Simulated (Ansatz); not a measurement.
**Cs2InAgCl6 (Fm-3m): a many-body input that goes wrong, and its mend**

What is wrong with this input for Cs2InAgCl6 (Fm-3m)?

Calculated with Ansatz 0.2.0; G0W0 on LDA, plane waves, PAW.

In doubt: one-shot GW on d or f shells is unsure, so the values of those runs are not to be relied on.

### Step 1. Starting point

The structure is cubic, space group Fm-3m (No. 225). Conventional cell: a = 10.469 Å, b = 10.469 Å, c = 10.469 Å, α = 90.00°, β = 90.00°, γ = 90.00°. Nearest to Cs lie 12 Cl at 3.70 Å. Nearest to In lie 6 Cl at 2.51 Å. Nearest to Ag lie 6 Cl at 2.72 Å. Nearest to Cl lie 1 In at 2.51 Å and 1 Ag at 2.72 Å and 4 Cs at 3.70 Å. Farther neighbours and most contacts between anions are not listed.

The cell and positions come from the Crystallography Open Database and are kept as given unless a step says otherwise. Spin-orbit coupling is left out unless a step names it. The default PAW set here is soft_2. Its files were made with PBE.

### Step 2. First try

Contents of input.yaml:

```yaml
crystal:
  lattice:
    - [0.0, 5.2345, 5.2345]
    - [5.2345, 0.0, 5.2345]
    - [5.2345, 5.2345, 0.0]
  atoms:
    - { symbol: Cs, position: [0.25, 0.25, 0.25] }
    - { symbol: Cs, position: [0.75, 0.75, 0.75] }
    - { symbol: In, position: [0.0, 0.0, 0.0] }
    - { symbol: Ag, position: [0.5, 0.5, 0.5] }
    - { symbol: Cl, position: [0.76021, 0.23979, 0.23979] }
    - { symbol: Cl, position: [0.23979, 0.76021, 0.23979] }
    - { symbol: Cl, position: [0.23979, 0.76021, 0.76021] }
    - { symbol: Cl, position: [0.76021, 0.23979, 0.76021] }
    - { symbol: Cl, position: [0.23979, 0.23979, 0.76021] }
    - { symbol: Cl, position: [0.76021, 0.76021, 0.23979] }
kpoints:
  mp_grid: { grid: [2, 2, 2] }
hamiltonian:
  xc: lda
scf:
  occupations: { method: fixed }
gw:
  n_empty_bands: 466
  ecut_chi: 10
  qp_bands: [v3, c3]
  qp_kpoints: band_edges
  screening: { model: contour_deformation }
```

Run with:

```
$ ansatz run input.yaml --threads 3 --pin off --max-ram 92160MiB --backend cuda --events-out ev --progress --plain --runs-dir out --devices 1 --max-vram 13GiB
```

Numbers of over 12 decimals in the logs are rounded to 6 here.

The program printed:

```text
GPUs: using 1 of 1 available (devices: 1).
Engine: ansatz 0.2.0, x86_64-unknown-linux-gnu
Pseudopotentials: kind: paw
Pseudopotential: Cs, paw, valence charge 9, recommended cutoff 420 eV (normal), Cs.paw.azcp
Pseudopotential: In, paw, valence charge 13, recommended cutoff 420 eV (normal), In.paw.azcp
Pseudopotential: Ag, paw, valence charge 19, recommended cutoff 420 eV (normal), Ag.paw.azcp
Pseudopotential: Cl, paw, valence charge 7, recommended cutoff 420 eV (normal), Cl.paw.azcp
Functional definition: SPW92
  exchange = slater_x
  correlation = pw_c
device memory: the entry about to start is reckoned to put 4.2 GiB on a device that reports 54.7 GiB free (of which the cap on the GPU budget leaves the run 13.0 GiB)
GPU FFT provider: cuFFT
GPU libraries: cuBLAS 13.8.2, cuFFT 12.4.0, cuSOLVER 12.3.4
Crystal: 10 atoms, lattice volume = 286.850 Å³
Basis set: ecut = 420 eV, 5601 PW (Γ)
Bands: 56, of which v1, the nominal top of the filled ones, is band 46 counted from 1 (45 counted from 0)
Symmetry: 48 space group operations
Space group: Fm-3m (ITA 225), of the structure as read, at distance tolerance 6.6e-5 Å
k-points: 3 of 8
Non-local potential: Cs, projectors of the file, l = 0: 3, l = 1: 2, l = 2: 2, l = 3: 2
Non-local potential: In, projectors of the file, l = 0: 2, l = 1: 2, l = 2: 2, l = 3: 2
Non-local potential: Ag, projectors of the file, l = 0: 3, l = 1: 2, l = 2: 2, l = 3: 1
Non-local potential: Cl, projectors of the file, l = 0: 2, l = 1: 2, l = 2: 2
PAW form: soft (Blöchl's): semilocal exchange-correlation on the pseudo side does not see the compensation charge
PAW frozen core: Cs, regenerated for the run's functional, and the local potential with it (the file was generated under x = pbe(κ = 0.804, μ = 0.219515), c = pbe(β = 0.066725))
PAW frozen core: In, regenerated for the run's functional, and the local potential with it (the file was generated under x = pbe(κ = 0.804, μ = 0.219515), c = pbe(β = 0.066725))
PAW frozen core: Ag, regenerated for the run's functional, and the local potential with it (the file was generated under x = pbe(κ = 0.804, μ = 0.219515), c = pbe(β = 0.066725))
PAW frozen core: Cl, regenerated for the run's functional, and the local potential with it (the file was generated under x = pbe(κ = 0.804, μ = 0.219515), c = pbe(β = 0.066725))
PAW one-centre angular grid: Cs, 194 points (default); XC on 64 Gauss nodes
PAW one-centre angular grid: In, 590 points (default); XC on 64 Gauss nodes
PAW one-centre angular grid: Ag, 590 points (default); XC on 64 Gauss nodes
PAW one-centre angular grid: Cl, 110 points (default); XC on 64 Gauss nodes
Initial density: superposition of atomic densities (neutral atoms: chi_scale 0, normalization atom), corrected by the library's trained network
Initial wavefunctions: pseudopotential atomic-orbital guess
GPU buffer pool allocated for 125000 grid points (all kernels)
GPU transforms: local potential and band sums: pruned to the plane-wave sphere, on 50×50×50
Functional: x = slater, c = lda
SCF iter   1: F=—  HF=-30203.227773 eV  |F-HF|=—  |Δ(HF+E_count)|=         —  Δρ=6.97e-3  dr2=1.31e-1  ethr=1.77e-3  ⟨swp⟩=5.0  Hψ=565  notcnv=0  defer=17
preconditioner: auto → Resta (q_TF=auto, 2.257 Å⁻¹)  ε∞=3.6  [insulator: Δε(μ)=0.764 eV  Ē_g=12.542 eV  n_scr=58 (ndim 8)  ℏωp=20.1 eV  f_vac=0.035  ε∞_Penn≈3.6]
SCF iter   2: F=—  HF=-30203.191844 eV  |F-HF|=—  |Δ(HF+E_count)|=   3.59e-2  Δρ=3.15e-3  dr2=2.22e-2  ethr=1.42e-4  ⟨swp⟩=2.0  Hψ=296  notcnv=0  defer=22
SCF iter   3: F=—  HF=-30203.185697 eV  |F-HF|=—  |Δ(HF+E_count)|=   6.15e-3  Δρ=1.05e-3  dr2=2.61e-3  ethr=2.41e-5  ⟨swp⟩=2.3  Hψ=292  notcnv=0  defer=24
SCF iter   4: F=—  HF=-30203.185180 eV  |F-HF|=—  |Δ(HF+E_count)|=   5.17e-4  Δρ=2.81e-4  dr2=2.24e-4  ethr=2.83e-6  ⟨swp⟩=2.0  Hψ=299  notcnv=0  defer=24
[...]
WARN: eigensolver did not converge (k=2): 2 band(s) unlocked after 6 eigensolves, warm-restarted (20 sweeps on the last) at ethr=1.05e-11 eV (storage-precision floor; scheduled 1.00e-12 eV) (lowest unlocked band 515, counted from 0; max residual 2.66e-4 eV among the unlocked bands, 2.66e-4 eV over every band; other slots of this pass that fall short are told together in one closing line; warning suppressed until the next SCF loop or pass starts)
G₀W₀ screening: q 1/3
[... further progress lines ...]
device memory: the entry about to start is reckoned to put 1.3 GiB on a device that reports 55.9 GiB free (of which the cap on the GPU budget leaves the run 13.0 GiB)
NSCF: frozen V_eff on 1 k-points
device memory: the entry about to start is reckoned to put 1.3 GiB on a device that reports 55.9 GiB free (of which the cap on the GPU budget leaves the run 13.0 GiB)
NSCF: frozen V_eff on 1 k-points
SCF converged after 8 iterations
Free energy (F): -30203.185192 eV
Harris-Foulkes:  -30203.185192 eV  (|F-HF|=8.62e-10)
Internal energy: -30203.185192 eV  (E = F + TS)
E sigma→0 (E₀):  -30203.185192 eV
Fermi energy:    3.881655 eV
--- Per-component energies (eV) ---
  E_band       = -694.908528
  E_kinetic    = 2023.401503
  E_local      = -7609.461684  (includes V_loc(G=0)·N_el)
  E_nonlocal   = 710.133141
  E_hartree    = 3128.816065
  E_xc         = -1374.261770
  E_vxc        = -1312.758952  (∫ρ·V_xc dr)
  E_paw        = -21350.761251  (= ΣΔE_a)
  E_vpaw       = -763.855374  (= ΣTr[D̂ρ^β])
  E_aug_tail   = 0.000893  (compensation charges beyond the density's cutoff)
  E_ewald      = -5733.745495
  E_core_change = 2.693407  (= ΣΔE_core)
  E_smearing   = -0.000000  (= −TS)
  E_closure    = -0.000000  (closes the sum)
  Σ components = -30203.185192   (vs F -30203.185192, Δ=0.00e0)
--- Band table (eV) ---
  k-point 0: bands = [... 42 lower, 2.9985, 2.9985, 3.8817, 3.8817, 4.7634, 8.7429, 8.8880, 8.8880, ... 6 higher]
  k-point 1: bands = [... 42 lower, 2.7888, 2.7888, 3.3152, 3.3152, 6.6723, 7.4939, 9.9815, 10.2059, ... 6 higher]
  k-point 2: bands = [... 42 lower, 2.9269, 2.9269, 2.9809, 3.8780, 7.3409, 9.3126, 10.1160, 10.1308, ... 6 higher]
--- G₀W₀: contour deformation, 7 samples at zero and on the imaginary axis and 2 off it, 8 q-points, 466 empty bands' worth ---
  eigenvalues of the whole cell's RPA ε∞ on this k-mesh (on a slab, of 1 + 4πα/V) = 4.7738, 4.7738, 4.7738; static W/v taken at q = 0 is 0.209479
  band pass: the eigensolver left bands unlocked in 1 slot; of largest residual, k=2: 1 band unlocked, the lowest band 516 (counted from 1), max residual 2.66e-4 eV over all its bands; `*` marks the rows of those k-points, and any row can be off: every row's sums read bands of every k-point
  gw.qp_kpoints: band_edges: 3 of 3 stored k-points solved, in 1 pass; an edge of the gap read off the rows below is read off those points alone
  `?` marks the rows in doubt; gw_qp.tsv's column doubts and the gw_qp event give each row's grounds
    ik  band        ε_KS         Σx   Σc(E_QP)       V_xc       Z   E_QP_lin       E_QP  E_QP is
     0    44      2.9985   -21.2619     3.3320   -16.9818  0.8050     2.0274     2.0504  root
     0    45      3.8817   -28.4710     3.2718   -24.1628  0.8063     2.8188     2.8453  root
     0    46      3.8817   -28.4710     3.2718   -24.1628  0.8063     2.8188     2.8453  root
     0    47      4.7634   -10.0366    -3.0279   -14.8159  0.8261     6.5918     6.5147  root
     0    48      8.7429    -4.7188    -3.5735    -9.4271  0.8315     9.9056     9.8777  root
     0    49      8.8880    -6.1850    -3.5113   -11.1289  0.8251    10.3744    10.3205  root
     1    44      2.7888   -21.1377     3.2597   -16.9855  0.8045     1.8744     1.8964  root
     1    45      3.3152   -27.8048     3.5259   -23.1501  0.7977     2.1507     2.1864  root
     1    46      3.3152   -27.8048     3.5259   -23.1501  0.7977     2.1507     2.1864  root
     1    47      6.6723   -11.4236    -3.1284   -16.3316  0.8207     8.5486     8.4518  root
     1    48      7.4939    -8.8548    -3.6148   -14.1872  0.8117     9.2943     9.2115  root
     1    49      9.9815    -4.9846    -3.6390    -9.8644  0.8288    11.2577    11.2224  root
     2    44      2.9269   -26.2388     3.7430   -21.2499  0.7947     1.6349     1.6810  root *
     2    45      2.9809   -21.2024     3.3252   -16.9320  0.8049     2.0129     2.0357  root *
     2    46      3.8780   -28.4642     3.2553   -24.1714  0.8065     2.8142     2.8405  root *
     2    47      7.3409   -13.6975    -2.9863   -18.3301  0.8112     9.0360     8.9873  root *
     2    48      9.3126   -10.9479    -4.0827   -16.8495  0.7924    11.2798    11.1315  root * ?
     2    49     10.1160    -5.5394    -3.6243   -10.3511  0.8277    11.3353    11.3033  root *
```

It took 14 s on 1 × NVIDIA H100 80GB HBM3 (shared by 6 runs) with 3 threads of AMD EPYC 7R13 (Zen 3), shared host; peak memory 1.3 GiB; 11 s of CPU time.

The column dr2 measures how far the density is from self-consistency, as an energy; F and HF (Harris–Foulkes) agree once it is small.

**Diagnosis.**

The run ended normally, though the input holds a fault or crude settings.

The fault: screening cutoff of 10 eV. Nearly all local fields and short-range correlation are left out.

It printed a gap of 3.67 eV, which is an artefact of the settings.

### Step 3. A better input

Now the one-shot GW correction: screening in the RPA, then the self-energy of the levels asked for.

Changes to input.yaml since step 2:

```diff
@@ -23,4 +23,4 @@
 gw:
-  n_empty_bands: 466
-  ecut_chi: 10
+  n_empty_bands: 501
+  ecut_chi: 84
   qp_bands: [v3, c3]
```

The program printed:

```text
GPUs: using 1 of 1 available (devices: 1).
[...]
GPU FFT provider: cuFFT
GPU libraries: cuBLAS 13.8.2, cuFFT 12.4.0, cuSOLVER 12.3.4
Crystal: 10 atoms, lattice volume = 286.850 Å³
Basis set: ecut = 420 eV, 5601 PW (Γ)
Bands: 56, of which v1, the nominal top of the filled ones, is band 46 counted from 1 (45 counted from 0)
Symmetry: 48 space group operations
[...]
k-points: 3 of 8
[...]
GPU buffer pool allocated for 125000 grid points (all kernels)
[...]
SCF iter   1: F=—  HF=-30203.227773 eV  |F-HF|=—  |Δ(HF+E_count)|=         —  Δρ=6.97e-3  dr2=1.31e-1  ethr=1.77e-3  ⟨swp⟩=5.0  Hψ=565  notcnv=0  defer=17
[...]
SCF iter   8: F=-30203.185192 eV  HF=-30203.185192 eV  |F-HF|=8.62e-10  |Δ(HF+E_count)|=   1.03e-8  Δρ=1.23e-6  dr2=5.84e-9  ethr=1.09e-10  ⟨swp⟩=16.7  Hψ=760  notcnv=0
SCF 1 converged in 8 iterations: F = -30203.185192 eV  dr2 = 5.84e-9
[...]
0    44      2.9985   -21.2619     3.3142   -16.9818  0.7487     2.0063     2.0326  root
     0    45      3.8817   -28.4710     3.6837   -24.1628  0.7477     3.2468     3.2572  root
     0    46      3.8817   -28.4710     3.6837   -24.1628  0.7477     3.2468     3.2572  root
     0    47      4.7634   -10.0366    -3.7294   -14.8159  0.7934     5.8353     5.8132  root
     0    48      8.7429    -4.7188    -3.7822    -9.4271  0.8197     9.6885     9.6690  root
     0    49      8.8880    -6.1850    -3.9649   -11.1289  0.8043     9.8912     9.8669  root
     1    44      2.7888   -21.1377     3.2301   -16.9855  0.7484     1.8420     1.8668  root
     1    45      3.3152   -27.8048     3.9390   -23.1501  0.7396     2.5838     2.5996  root
[...]
2    46      3.8780   -28.4642     3.6729   -24.1714  0.7479     3.2478     3.2580  root
     2    47      7.3409   -13.6975    -3.5255   -18.3301  0.7698     8.4533     8.4480  root
     2    48      9.3126   -10.9479    -4.7312   -16.8495  0.7628    10.5466    10.4831  root
     2    49     10.1160    -5.5394    -3.8112   -10.3511  0.8115    11.1397    11.1165  root
[key lines of the parts left out:]
SCF converged after 8 iterations
Free energy (F): -30203.185192 eV
Fermi energy:    3.881655 eV
```

Elapsed: 14 s, on 1 × NVIDIA H100 80GB HBM3 (shared by 6 runs) with 3 threads; peak memory 1.5 GiB; 9.5 s of CPU time.

Numbers from this step:

- bands summed: 547
- RPA ε∞ on this mesh (eigenvalues): 4.300, 4.300, 4.300
- plane waves in the screening matrix: 531
- q-points in the mesh: 8
- G0W0 gap on the mesh: 2.555 eV
- k of the valence top: 0, -0.5, -0.5
- k of the conduction bottom: 0, 0, 0
- starting gap on the mesh: 0.8817 eV
- Z at the valence top: 0.7479
- Z at the conduction bottom: 0.7934
- least direct G0W0 gap on the computed points: 2.556 eV

The gap on the mesh goes from 0.88 eV to 2.56 eV, a correction of +1.67 eV. Between the two edge states, bare exchange in place of the xc potential would open the gap by 9.07 eV, and correlation takes back 7.40 eV.

### Step 4. Summary of results

```yaml
first_try: converged after 14 s
better_run: G0W0 gap on the mesh 2.56 eV (2×2×2 mesh, 501 empty bands, screening to 84 eV)
```

The second run differs in: empty bands and screening cutoff (eV). Bands and cutoff are finite, so the gap is not at the basis limit. The miss can reach some tenths of an eV and take either sign; the mesh is an error of its own. The 2×2×2 mesh is coarse for this cell (its supercell is 15 Å along the shortest edge). The RPA ε∞ on it, from the LDA start, is 4.30; such meshes misread the long-range screening, most where the gap is narrow. A d shell, filled or nearly so, lies near the gap. One-shot GW converges very slowly in bands there, not always from below, and on a semilocal start the gap tends to come out low; starts rich in exact exchange can overshoot instead. The many-body steps are scalar-relativistic: spin-orbit coupling is not in them.

[Paths, hosts, dates, memory and timing lines, banners, echoed tables and standing remarks are left out of the program output.]

[Logs are printed without paths, hosts, clocks, repeated set-up lines and the standing remarks that a program may print on its own settings, such as how far it seeks lower states.]

[Runs of the session that timed out or met a known fault of the program may be left out.]

[Cells called generated may have been cut or substituted from an entry of the Crystallography Open Database or the Materials Project.]

[Hosts, paths, dates, database ids (printed as entryN), source tags and the programs' standing remarks are cut or masked in the printed files.]
